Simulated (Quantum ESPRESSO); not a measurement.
# Fe: energy against a fixed spin moment

Wanted: E(M) for Fe from a parallel start.

Method: PBE; plane waves with GBRV 1.5 PBE potentials, no spin-orbit coupling, in Quantum ESPRESSO 7.5.

Report form: the programs' logs are mostly left out.

The database entry behind the starting cell differs from later determinations by our own check (an axis about 0.7 % long against later determinations), so it need not match the best structure at ambient conditions.

### 1. Set-up

The structure is cubic, space group Im-3m (No. 229). The conventional cell has a = 2.886 Å, b = 2.886 Å, c = 2.886 Å, α = 90.00°, β = 90.00°, γ = 90.00°. Nearest to Fe lie 8 Fe at 2.50 Å.

As a file:

```cif
data_structure
_symmetry_space_group_name_H-M 'Im-3m'
_symmetry_Int_Tables_number 229
_cell_length_a 2.8860
_cell_length_b 2.8860
_cell_length_c 2.8860
_cell_angle_alpha 90.000
_cell_angle_beta 90.000
_cell_angle_gamma 90.000
_cell_volume 24.04
loop_
_atom_site_label
_atom_site_type_symbol
_atom_site_symmetry_multiplicity
_atom_site_Wyckoff_symbol
_atom_site_fract_x
_atom_site_fract_y
_atom_site_fract_z
_atom_site_occupancy
Fe1 Fe 2 a 0.00000 0.00000 0.00000 1
```

The cell comes from the Crystallography Open Database.

### 2. The free run

ASE passes magmoms on as starting_magnetization. pw.x reads values of 1 or more as Bohr magnetons; where all are smaller, it reads them as fractions of the valence charge.

File pw.py:

```python
from ase import Atoms
from ase.calculators.espresso import Espresso, EspressoProfile

atoms = Atoms(['Fe'],
    cell=[[-1.443, 1.443, 1.443],
         [1.443, -1.443, 1.443],
         [1.443, 1.443, -1.443]],
    scaled_positions=[[0.0, 0.0, 0.0]],
    pbc=True,
    magmoms=[2.8])
input_data = {
    'control': {'calculation': 'scf', 'prefix': 'pwscf', 'outdir': './tmp', 'disk_io': 'nowf'},
    'system': {'ecutwfc': 40.0, 'ecutrho': 280.0, 'nbnd': 15, 'occupations': 'smearing', 'smearing': 'fd', 'degauss': 0.00999582, 'nspin': 2},
    'electrons': {'conv_thr': 2e-09, 'electron_maxstep': 150, 'mixing_beta': 0.3},
}
atoms.calc = Espresso(
    profile=EspressoProfile(command='mpirun -n 2 pw.x -nk 2', pseudo_dir='pseudo'),
    pseudopotentials={'Fe': 'fe_pbe_v1.5.uspp.F.UPF'},
    input_data=input_data,
    kpts=(14, 14, 14),
    koffset=(0, 0, 0))
energy = atoms.get_potential_energy(force_consistent=True)
print(f'free energy: {energy:.6f} eV')
print('site moments (muB):', atoms.get_magnetic_moments().round(3))
```

Started as:

```
> OMP_NUM_THREADS=1 python3 pw.py > pw.log
```

Run time: 8.5 s. Hardware: 2 MPI ranks of Arm Neoverse V1, shared host; peak memory 0.21 GiB; 16 s of CPU time.

Spin moment in the atom's sphere by atom:

```csv
atom,spin moment in the atom's sphere (μB)
Fe1,2.42
```

Read from the output:

* smearing term TS: 0.06169 eV
* magnetization: 2.361 μB
* absolute magnetization: 2.499 μB
* final state: ferromagnetic

### 3. Moment fixed at 0 μB

The two spin channels are filled to separate Fermi energies, so that the total moment meets the target. Half of the up one less the down one is the slope dE/dM.

pw.py: that of step 2 with these lines changed.

```diff
@@ -9,6 +9,6 @@
     pbc=True,
-    magmoms=[2.8])
+    magmoms=[0.14])
 input_data = {
     'control': {'calculation': 'scf', 'prefix': 'pwscf', 'outdir': './tmp', 'disk_io': 'nowf'},
-    'system': {'ecutwfc': 40.0, 'ecutrho': 280.0, 'nbnd': 15, 'occupations': 'smearing', 'smearing': 'fd', 'degauss': 0.00999582, 'nspin': 2},
+    'system': {'ecutwfc': 40.0, 'ecutrho': 280.0, 'nbnd': 15, 'occupations': 'smearing', 'smearing': 'fd', 'degauss': 0.00999582, 'nspin': 2, 'tot_magnetization': 0.0},
     'electrons': {'conv_thr': 2e-09, 'electron_maxstep': 150, 'mixing_beta': 0.3},
```

File espresso.pwi:

```
&CONTROL
   calculation      = 'scf'
   outdir           = './tmp'
   prefix           = 'pwscf'
   disk_io          = 'nowf'
   pseudo_dir       = 'pseudo'
/
&SYSTEM
   nbnd             = 15
   tot_magnetization = 0.0
   ecutwfc          = 40.0
   ecutrho          = 280.0
   occupations      = 'smearing'
   degauss          = 0.00999582
   smearing         = 'fd'
   nspin            = 2
   starting_magnetization(1) = 0.14
   ntyp             = 1
   nat              = 1
   ibrav            = 0
/
&ELECTRONS
   electron_maxstep = 150
   conv_thr         = 2e-09
   mixing_beta      = 0.3
/
&IONS
/
&CELL
/
&FCP
/
&RISM
/
ATOMIC_SPECIES
Fe  55.845 fe_pbe_v1.5.uspp.F.UPF

K_POINTS automatic
14 14 14  0 0 0

CELL_PARAMETERS angstrom
-1.44300000000000 1.44300000000000 1.44300000000000
1.44300000000000 -1.44300000000000 1.44300000000000
1.44300000000000 1.44300000000000 -1.44300000000000

ATOMIC_POSITIONS angstrom
Fe  0.0000000000 0.0000000000 0.0000000000
```

Started as:

```
> OMP_NUM_THREADS=1 python3 pw.py > pw.log
```

Run time: 8.4 s. Hardware: 2 MPI ranks; peak memory 0.21 GiB.

Read from the output:

| Item | Value |
| --- | --- |
| magnetization | 0 μB |
| absolute magnetization | 0 μB |
| half the difference of the two Fermi energies | 0 meV |
| largest moment | 0 μB |

### 4. Moment fixed at 0.319 μB

pw.py: that of step 3 with these lines changed.

```diff
@@ -9,6 +9,6 @@
     pbc=True,
-    magmoms=[0.14])
+    magmoms=[0.319])
 input_data = {
     'control': {'calculation': 'scf', 'prefix': 'pwscf', 'outdir': './tmp', 'disk_io': 'nowf'},
-    'system': {'ecutwfc': 40.0, 'ecutrho': 280.0, 'nbnd': 15, 'occupations': 'smearing', 'smearing': 'fd', 'degauss': 0.00999582, 'nspin': 2, 'tot_magnetization': 0.0},
+    'system': {'ecutwfc': 40.0, 'ecutrho': 280.0, 'nbnd': 16, 'occupations': 'smearing', 'smearing': 'fd', 'degauss': 0.00999582, 'nspin': 2, 'tot_magnetization': 0.319},
     'electrons': {'conv_thr': 2e-09, 'electron_maxstep': 150, 'mixing_beta': 0.3},
```

Started as:

```
> OMP_NUM_THREADS=1 python3 pw.py > pw.log
```

It took 8.8 s on 2 MPI ranks; peak memory 0.21 GiB.

Spin moment in the atom's sphere by atom:

```
atom  spin moment in the atom's sphere (μB)
 Fe1                                  0.341
```

This step gave:

- magnetization: 0.319 μB
- absolute magnetization: 0.369 μB
- half the difference of the two Fermi energies: -127.4 meV

### 5. Moment fixed at 0.637 μB

pw.py: that of step 4 with these lines changed.

```diff
@@ -9,6 +9,6 @@
     pbc=True,
-    magmoms=[0.319])
+    magmoms=[0.637])
 input_data = {
     'control': {'calculation': 'scf', 'prefix': 'pwscf', 'outdir': './tmp', 'disk_io': 'nowf'},
-    'system': {'ecutwfc': 40.0, 'ecutrho': 280.0, 'nbnd': 16, 'occupations': 'smearing', 'smearing': 'fd', 'degauss': 0.00999582, 'nspin': 2, 'tot_magnetization': 0.319},
+    'system': {'ecutwfc': 40.0, 'ecutrho': 280.0, 'nbnd': 16, 'occupations': 'smearing', 'smearing': 'fd', 'degauss': 0.00999582, 'nspin': 2, 'tot_magnetization': 0.637},
     'electrons': {'conv_thr': 2e-09, 'electron_maxstep': 150, 'mixing_beta': 0.3},
```

Started as:

```
> OMP_NUM_THREADS=1 python3 pw.py > pw.log
```

It took 9 s on 2 MPI ranks; peak memory 0.21 GiB.

This step gave:

| Item | Value |
| --- | --- |
| magnetization | 0.637 μB |
| absolute magnetization | 0.73 μB |
| half the difference of the two Fermi energies | -237.5 meV |
| largest moment | 0.6785 μB |

### 6. What a mistake does

As a test, an input with a fault in it is run.

File pw.in:

```
&CONTROL
  calculation = 'scf'
  prefix = 'pwscf'
  outdir = './tmp'
  pseudo_dir = './pseudo'
  disk_io = 'nowf'
/
&SYSTEM
  ibrav = 0
  nat = 1
  ntyp = 1
  ecutwfc = 40
  ecutrho = 280
  nbnd = 15
  occupations = 'smearing'
  smearing = 'fd'
  degauss = 0.00999582
  nspin = 2
  starting_magnetization(1) = 0.175
/
&ELECTRONS
  conv_thr = 2d-09
  electron_maxstep = 60
  mixing_beta = 0.3
/
ATOMIC_SPECIES
Fe     55.8450 fe_pbe_v1.5.uspp.F.UPF
CELL_PARAMETERS angstrom
  -1.4430000000    1.4430000000    1.4430000000
   1.4430000000   -1.4430000000    1.4430000000
   1.4430000000    1.4430000000   -1.4430000000
ATOMIC_POSITIONS crystal
Fe      0.0000000000    0.0000000000    0.0000000000
K_POINTS automatic
0 14 14 0 0 0
```

Started as:

```
> OMP_NUM_THREADS=1 mpirun -n 2 pw.x -nk 2 -in pw.in > pw.out
```

Wall time 0.74 s (2 MPI ranks); peak memory 0.05 GiB.

The program refused the input before any cycle.

The program's message: “card_kpoints (1): invalid values for nk1, nk2, nk3”

The fault put into the input: a mesh with a zero.

### 7. E(M)

The runs not shown differ in the target, the start and the number of states alone. The point at 2.36 μB is the free run, entered with slope zero.

Energy over the lowest against total spin moment:

```csv
total spin moment (μB a cell),energy over the lowest (meV a cell)
0.00,550
0.32,530
0.64,471
0.96,382
1.27,273
1.59,161
1.91,63.3
2.23,4.79
2.36,0
2.55,10.8
2.87,108
3.19,364
```

dE/dM against total spin moment:

```
total spin moment (μB a cell)  dE/dM (meV/μB)
                         0.00         -0.0210
                         0.32            -127
                         0.64            -237
                         0.96            -317
                         1.27            -355
                         1.59            -339
                         1.91            -266
                         2.23           -76.5
                         2.36               0
                         2.55             125
                         2.87             545
                         3.19            1041
```

The largest site moment by total spin moment:

| total spin moment (μB a cell) | largest site moment (μB) |
| --- | --- |
| 0.00 | 5.7e-6 |
| 0.32 | 0.341 |
| 0.64 | 0.678 |
| 0.96 | 1.01 |
| 1.27 | 1.34 |
| 1.59 | 1.67 |
| 1.91 | 1.99 |
| 2.23 | 2.30 |
| 2.36 | 2.42 |
| 2.55 | 2.60 |
| 2.87 | 2.87 |
| 3.19 | 3.11 |

### 8. Summary of results

```yaml
moment_of_the_free_run: 2.36 μB a cell
energy_at_zero_total_moment: 550 meV a cell over the lowest
delta_e_delta_m2_from_the_lowest_point_to_2p55_and_to_1p91_mu_b: 305 and 315 meV/μB²
```

At zero total moment the site moments vanish, so the 550 meV a cell is the energy of forming them. The points show one minimum alone. The cell holds one seeded atom, so opposed orders, which may lie lower, cannot form in it. Energies are free energies at an electronic temperature of 1580 K, which lowers moments and differences where the moments are itinerant.

[Logs and program files are shortened in this print: banners, set-up blocks, solver, clock and traceback lines can be left out without a mark of their own.]

[Logs are printed without paths, hosts, clocks, repeated set-up lines and the standing remarks that a program may print on its own settings, such as how far it seeks lower states.]

[Hosts, paths, dates, database ids (printed as entryN), source tags and the programs' standing remarks are cut or masked in the printed files.]

[Where a cell is said to come from a database of computed structures, the database is the Materials Project.]
